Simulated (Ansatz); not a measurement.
## B_i (void) in SiC (P6_3mc): charge-transition levels and formation energies

Wanted: the transition levels of a interstitial in SiC (P6_3mc), from a cell of 108 host atoms with 1 B put in.

Method: place-levels on r2SCAN runs: charge-transition levels and formation energies with image-charge correction and potential alignment at the atomic sites; PAW set soft_1, in Ansatz 0.2.0.

**What experiment says.**

“Charge spill-out and work function of few-layer graphene on SiC(0001)” (2018, arxiv:1806.04908) quotes from earlier work for SiC, 6H (bulk crystal, literature): band gap (indirect gap, experimental literature value) 3.03 eV [Literature value cited in passing in the theory part; temperature and measurement method …].

**1. Set-up**

The cell holds 109 atoms: 54 Si, 54 C and 1 B. Cell: a = 9.236 Å, b = 9.236 Å, c = 15.108 Å, α = 90.0°, β = 90.0°, γ = 120.0°. It derives from SiC (space group P6_3mc). Nearest the centre at fractional (0.111, 0.222, 0.437): B109 at 0.00 Å, Si5 at 2.01 Å, Si53 at 2.01 Å, Si17 at 2.01 Å, C8 at 2.01 Å, C56 at 2.01 Å, C20 at 2.01 Å, Si74 at 2.37 Å.

Screening for the image-charge correction: ε∞ = (7.09, 7.09, 7.35), ε0 = (10.43, 10.43, 10.95), computed on the host (DFPT, PBEsol, on the r2SCAN cell), and a cell off the functional's own equilibrium shifts the ionic part.

The cell's shortest repeat is 9.2 Å.

**2. The runs of each charge state**

Levels follow from differences of total energies between charge states, each relaxed by itself.

Each atom starts 0.05 Å or so off its site in a random direction: a symmetric start keeps its symmetry, and would miss off-centre moves and Jahn–Teller distortions. Forces are taken at one point at (¼, ¼, ¼). The cell holds 1 electron more than the neutral one, with a uniform background that keeps it neutral on the whole.

The sampling was tested on the host first: at the k-points planned (1x1x1 shifted 0.25 0.25 0.25) its energy lies -0.041 eV an atom from the dense-mesh value, a large miss, so this sampling is coarse for the host.

One state's input; the others differ in charge, spin, start and seed, and in occupations where the table says so.

File qm1.relax/input.yaml:

```yaml
crystal:
  lattice:
    - [9.23599493, 0.0, 0.0]
    - [-4.61799746, 7.99860624, 0.0]
    - [0.0, 0.0, 15.1078644]
  atoms:
    - { symbol: Si, position: [0.11111111, 0.22222222, 0.8329854] }
    - { symbol: Si, position: [0.22222222, 0.11111111, 0.3329854] }
[... 2 atom lines left out ...]
    - { symbol: Si, position: [0.0, 0.0, 0.49972248] }
[... 2 atom lines left out ...]
    - { symbol: C, position: [0.0, 0.0, 0.37436694] }
[... 2 atom lines left out ...]
    - { symbol: C, position: [0.22222222, 0.11111111, 0.54152848] }
[... 2 atom lines left out ...]
    - { symbol: Si, position: [0.22222222, 0.44444444, 0.3329854] }
[... 2 atom lines left out ...]
    - { symbol: Si, position: [0.0, 0.33333333, 0.49972248] }
[... 2 atom lines left out ...]
    - { symbol: C, position: [0.0, 0.33333333, 0.37436694] }
[... 2 atom lines left out ...]
    - { symbol: C, position: [0.22222222, 0.44444444, 0.54152848] }
[... 17 atom lines left out ...]
    - { symbol: Si, position: [0.33333333, 0.0, 0.49972248] }
[... 2 atom lines left out ...]
    - { symbol: C, position: [0.33333333, 0.0, 0.37436694] }
[... 8 atom lines left out ...]
    - { symbol: Si, position: [0.33333333, 0.33333333, 0.49972248] }
[... 2 atom lines left out ...]
    - { symbol: C, position: [0.33333333, 0.33333333, 0.37436694] }
[... 8 atom lines left out ...]
    - { symbol: Si, position: [0.33333333, 0.66666667, 0.49972248] }
[... 2 atom lines left out ...]
    - { symbol: C, position: [0.33333333, 0.66666667, 0.37436694] }
[... 5 atom lines left out ...]
    - { symbol: Si, position: [0.88888889, 0.11111111, 0.3329854] }
[... 2 atom lines left out ...]
    - { symbol: Si, position: [0.66666667, 0.0, 0.49972248] }
[... 2 atom lines left out ...]
    - { symbol: C, position: [0.66666667, 0.0, 0.37436694] }
[... 2 atom lines left out ...]
    - { symbol: C, position: [0.88888889, 0.11111111, 0.54152848] }
[... 14 atom lines left out ...]
    - { symbol: Si, position: [0.88888889, 0.77777778, 0.3329854] }
[... 10 atom lines left out ...]
    - { symbol: B, position: [0.111111, 0.222222, 0.437048] }
  host:
    repeats: [3, 3, 1]
    atoms:
      - { symbol: Si, position: [0.33333333, 0.66666667, 0.8329854] }
      - { symbol: Si, position: [0.66666667, 0.33333333, 0.3329854] }
      # ... 10 more atoms of the perfect host
total_charge: -1
basis:
  ecutwfc: 500
  xc_grid: 2
hamiltonian:
  xc: r2scan
  pseudopotentials: { kind: paw, azcp: { folder: soft_1 } }
kpoints:
  mp_grid: { grid: [1, 1, 1], shift: [0.25, 0.25, 0.25] }
scf:
  occupations: { method: fixed }
  max_iter: 80
output:
  forces: true
  charged_corrections:
    epsilon: [7.09, 7.09, 7.35]
    static_epsilon: [10.43, 10.43, 10.95]
    defect_position: [0.111111, 0.222222, 0.437048]
relax:
  f_tol: 0.02
  max_steps: 80
  random_displacement: { amplitude: 0.05, seed: 580 }
checkpoint:
  write: "../qm1.relax.run"
  compress: false
  write_wavefunctions: true
  write_every: 100000
```

Started as:

```sh
ansatz run input.yaml --threads 4 --pin off --max-ram 15073MiB --backend cpu --events-out ev --progress --plain --runs-dir out
```

The relaxed structure is kept and the sampling changed to a 2×2×2 shifted mesh.

The run of this state that the levels use, under r2SCAN:

File qm1.point/input.yaml:

```yaml
crystal:
  checkpoint: "../qm1.relax.run"
  host: checkpoint
total_charge: -1
basis:
  ecutwfc: 500
  xc_grid: 2
hamiltonian:
  xc: r2scan
  pseudopotentials: { kind: paw, azcp: { folder: soft_1 } }
kpoints:
  mp_grid: { grid: [2, 2, 2], shift: [0.5, 0.5, 0.5] }
scf:
  occupations: { method: fermi_dirac, width: 0.01 }
  max_iter: 80
output:
  forces: true
  eigenvalues: true
  charged_corrections:
    epsilon: [7.09, 7.09, 7.35]
    static_epsilon: [10.43, 10.43, 10.95]
    defect_position: [0.111111, 0.222222, 0.437048]
  eigenstates: { localisation: true }
  populations: true
  band_densities: [{ bands: [v1, v1] }, { bands: [c1, c1] }]
  write_density: true
  write_potential: true
  volumetric_format: npy
  elf: true
checkpoint:
  read: "../qm1.relax.run"
  write: "../qm1.point.run"
  compress: false
  write_wavefunctions: false
  write_every: 100000
```

Relaxations under r2SCAN at one point at (¼, ¼, ¼); times on 4 threads of Arm Neoverse V2, shared host:

| charge | moment (μB) | occupations | outcome | steps | largest displacement against the far atoms (Å) | time |
| --- | --- | --- | --- | --- | --- | --- |
| −1 | 0 | fixed | converged | 8 | 0.50 | 3.9 min |
| 0 | 1 | fixed | converged | 9 | 0.50 | 10 min |
| +1 | 0 | fixed | converged | 7 | 0.50 | 3.4 min |
| +2 | 1 | fixed | converged | 8 | 0.68 | 9 min |
| −1 | 2 | fixed | converged | 7 | 0.51 | 8.7 min |

Single points under r2SCAN at a 2×2×2 shifted mesh; times on 4 threads of Arm Neoverse V2, shared host:

| charge | moment (μB) | occupations | outcome | time |
| --- | --- | --- | --- | --- |
| −1 | 0 | fermi-dirac | converged | 3.6 min |
| 0 | 1 | fermi-dirac | converged | 8.8 min |
| +1 | 0 | fermi-dirac | converged | 3.3 min |
| +2 | 1 | fermi-dirac | converged | 7.1 min |
| −1 | 2 | fermi-dirac | converged | 7.7 min |

Distances (Å) from B109 to the nearest atoms after relaxation with r2SCAN:

| charge | moment (μB) | 1. | 2. | 3. | 4. | 5. | 6. |
| --- | --- | --- | --- | --- | --- | --- | --- |
| −1 | 0 | C 1.75 | C 1.75 | C 1.76 | Si 2.21 | Si 2.21 | Si 2.23 |
| −1 | 2 | C 1.75 | C 1.75 | C 1.77 | Si 2.21 | Si 2.21 | Si 2.22 |
| 0 | 1 | C 1.75 | C 1.76 | C 1.76 | Si 2.21 | Si 2.21 | Si 2.22 |
| +1 | 0 | C 1.75 | C 1.76 | C 1.76 | Si 2.21 | Si 2.21 | Si 2.21 |
| +2 | 1 | C 1.68 | C 1.69 | C 1.69 | Si 2.15 | Si 2.15 | Si 2.15 |

**3. Levels against the band edges, r2SCAN**

A charged cell interacts with its images and the background, and its potential has another zero than the host's. place-levels removes the first by a point-charge model, screened by the static dielectric constant since the ions have relaxed around the charge, and the second by comparing potentials at atoms far from the defect.

The host is a run of the defect-free crystal in the same cutoffs, grids and k-points, so that basis and sampling errors cancel in part in the differences. The host is run in a cell of 12 atoms on a matching mesh. Its band edges are searched through the zone by a band path, so the gap is smaller than, or equal to, that on the mesh. Chemical potentials are energies per atom of B (alpha-rhombohedral (B12)), run with the same functional and cutoff.

File levels.point.yaml:

```yaml
host:
  run: host.point.run
states: [qm1.point.run, q0_M1.point.run, qp1.point.run, qp2_M1.point.run, qm1_M2.point.run]
geometry_from:
  qm1.point.run: qm1.relax.run
  q0_M1.point.run: q0_M1.relax.run
  qp1.point.run: qp1.relax.run
  qp2_M1.point.run: qp2_M1.relax.run
  qm1_M2.point.run: qm1_M2.relax.run
  host.point.run: host.relax.run
chemical_potentials:
  B:
    energy: -156.554104
    dataset: <sha256 of the dataset>
epsilon: [7.09, 7.09, 7.35]
static_epsilon: [10.43, 10.43, 10.95]
vertical:
  - { from: qm1.point.run, to: qm1.point_neutral.run }
  - { from: qp1.point.run, to: qp1.point_neutral.run }
  - { from: qp2_M1.point.run, to: qp2_M1.point_neutral.run }
  - { from: qm1_M2.point.run, to: qm1_M2.point_neutral.run }
```

Started as:

```sh
ansatz place-levels levels.point.yaml -- --threads 4 --pin off --max-ram 15073MiB
```

Numbers of over 12 decimals in the logs are rounded to 6 here.

The program printed:

```text
[... repeated set-up lines and file paths are left out, and long positions are rounded to six places ...]
(+2/+1) 1.032 eV above the valence edge, 1.337 eV under the conduction edge
(+1/0) 2.336 eV above the valence edge, 0.032 eV under the conduction edge
(0/-1) 2.425 eV above the valence edge (+2.640 eV without the band-filling correction), in the conduction band
formation energy of charge +2: +3.396 eV with the Fermi level at the valence edge
formation energy of charge +1: +4.428 eV with the Fermi level at the valence edge
formation energy of charge 0: +6.764 eV with the Fermi level at the valence edge
formation energy of charge -1: +9.190 eV with the Fermi level at the valence edge
vertical -1 to 0: no energy, since no alignment is typed
  the change from vertical[0].from (qm1.point.run) to vertical[0].to (qm1.point_neutral.run): by its potential at epsilon [7.09, 7.09, 7.35] it stands at 0.936 0.408 0.221, with an rms radius of about 5.3 Å (3.2 3.2 2.6 Å across the planes of the cell's [...]
vertical +1 to 0: no energy, since no alignment is typed
  the change from vertical[1].from (qp1.point.run) to vertical[1].to (qp1.point_neutral.run): by its potential at epsilon [7.09, 7.09, 7.35] it stands at 0.947 0.387 0.234, with an rms radius of about 4.9 Å (3.1 3.1 2.2 Å across the planes of the cell's [...]
vertical +2 to 0: no energy, since no alignment is typed
  the change from vertical[2].from (qp2_M1.point.run) to vertical[2].to (qp2_M1.point_neutral.run): by its potential at epsilon [7.09, 7.09, 7.35] it stands at 0.038 0.295 0.345, with an rms radius of about 3.9 Å (2.1 2.1 2.6 Å across the planes of the cell's [...]
vertical -1 to 0: no energy, since no alignment is typed
  the change from vertical[3].from (qm1_M2.point.run) to vertical[3].to (qm1_M2.point_neutral.run): by its potential at epsilon [7.09, 7.09, 7.35] it stands at 0.021 0.319 0.411, with an rms radius of about 7.0 Å (3.5 3.5 5.0 Å across the planes of the cell's [...]
  edges by r2scan, gap 2.368 eV; the host is sampled to repeats of 18.47 Å
  the defect's cells are sampled to repeats of 18.47 Å, like sampling
  charge +2: -48303.9594 eV with its correction of +0.801 eV, at epsilon [10.43, 10.43, 10.95], aligned at sites: +0.0677 eV, mean over 76 atomic sites at or beyond 4.62 Å from the defect at [0.1111, 0.2222, 0.4370], with +0.000066 for the charge's moments [...]
  charge +1: -48293.4934 eV with its correction of +0.218 eV, at epsilon [10.43, 10.43, 10.95], aligned at sites: +0.0821 eV, mean over 76 atomic sites at or beyond 4.62 Å from the defect at [0.1111, 0.2222, 0.4370], with +0.000073 for the charge's moments [...]
  charge 0: +0.000 eV for its dipole among its images, -0.008 omitted
  charge -1: -48269.6483 eV with its correction of -0.022 eV, at epsilon [10.43, 10.43, 10.95], aligned at sites: +0.1883 eV, mean over 76 atomic sites at or beyond 4.62 Å from the defect at [0.1111, 0.2222, 0.4370], with +0.000000 for the charge's moments [...]
  charge -1: states[4] (qm1_M2.point.run) stands 0.191 eV higher, with a moment of 2.00 μB against 0.00
  of states[3] (qp2_M1.point.run): it parts from the run at its places by a charge that spreads by about 2.1 Å along one vector (1.4 Å or more is wide), by its potential at epsilon [7.09, 7.09, 7.35], taken for that of held ions (one typed too small widens [...]
  of states[2] (qp1.point.run): it parts from the run at its places by a charge that spreads by about 3.1 Å along one vector (1.4 Å or more is wide), by its potential at epsilon [7.09, 7.09, 7.35], taken for that of held ions (one typed too small widens it), [...]
  of states[1] (q0_M1.point.run): its alignment with the host at atomic sites is doubtful: the mean over the far sites moves by -0.0968 eV from their farther parts to their nearer, more than 0.05 eV. [...]
  of states[0] (qm1.point.run): it parts from the run at its places by a charge that spreads by about 3.2 Å along one vector (1.4 Å or more is wide), by its potential at epsilon [7.09, 7.09, 7.35], taken for that of held ions (one typed too small widens it), [...]
  of states[4] (qm1_M2.point.run): it parts from the run at its places by a charge that spreads by about 3.5 Å along one vector (1.4 Å or more is wide), by its potential at epsilon [7.09, 7.09, 7.35], taken for that of held ions (one typed too small widens [...]
  of vertical[0].from (qm1.point.run): its sublattices stand up to 0.0449 Å off the host's, which by the two runs' forces adds about +0.04 eV to its energy against the host's, and moves the band edges: relax the crystal first, and build the cells on it; [...]
  of vertical[0].to (qm1.point_neutral.run): its moments are held at its close (magnetization.spin_locking), by a field of 0.001 eV a Bohr magneton, and its energy and levels are of the state that this holds: a run that lets them go can end lower; [...]
  of vertical[1].from (qp1.point.run): it parts from the run at its places by a charge that spreads by about 3.1 Å along one vector (1.4 Å or more is wide), by its potential at epsilon [7.09, 7.09, 7.35], taken for that of held ions (one typed too small [...]
  of vertical[1].to (qp1.point_neutral.run): its moments are held at its close (magnetization.spin_locking), by a field of 0.066 eV a Bohr magneton, and its energy and levels are of the state that this holds: a run that lets them go can end lower; [...]
  of vertical[2].from (qp2_M1.point.run): stability_check_not_made; [...]
  of vertical[2].to (qp2_M1.point_neutral.run): it set out from the moments of a save, which an earlier run chose (saved_moments_taken); [...]
  of vertical[3].from (qm1_M2.point.run): its sublattices stand up to 0.0358 Å off the host's, which by the two runs' forces adds about +0.03 eV to its energy against the host's, and moves the band edges: relax the crystal first, and build the cells on it; [...]
  of vertical[3].to (qm1_M2.point_neutral.run): its moments are held at its close (magnetization.spin_locking), by a field of 0.050 eV a Bohr magneton, and its energy and levels are of the state that this holds: a run that lets them go can end lower; [...]
```

Run time: 0.7 s. Hardware: 4 threads of Arm Neoverse V2, shared host.

(Continued in part 2 of 2.)

[Logs are printed without paths, hosts, clocks, repeated set-up lines and the standing remarks that a program may print on its own settings, such as how far it seeks lower states.]

[Hosts, paths, dates, database ids (printed as entryN), source tags and the programs' standing remarks are cut or masked in the printed files.]

[Where a table of states has a column of steps, it counts the stored structures, which are thinned; the runs took as many ionic steps or more.]

[A defect's name tells the site on which it was built; relaxed atoms can leave that site.]

[For some hosts the program warned that the k-mesh of the response run may be too coarse for force constants and the static dielectric constant; such warnings are not shown here.]
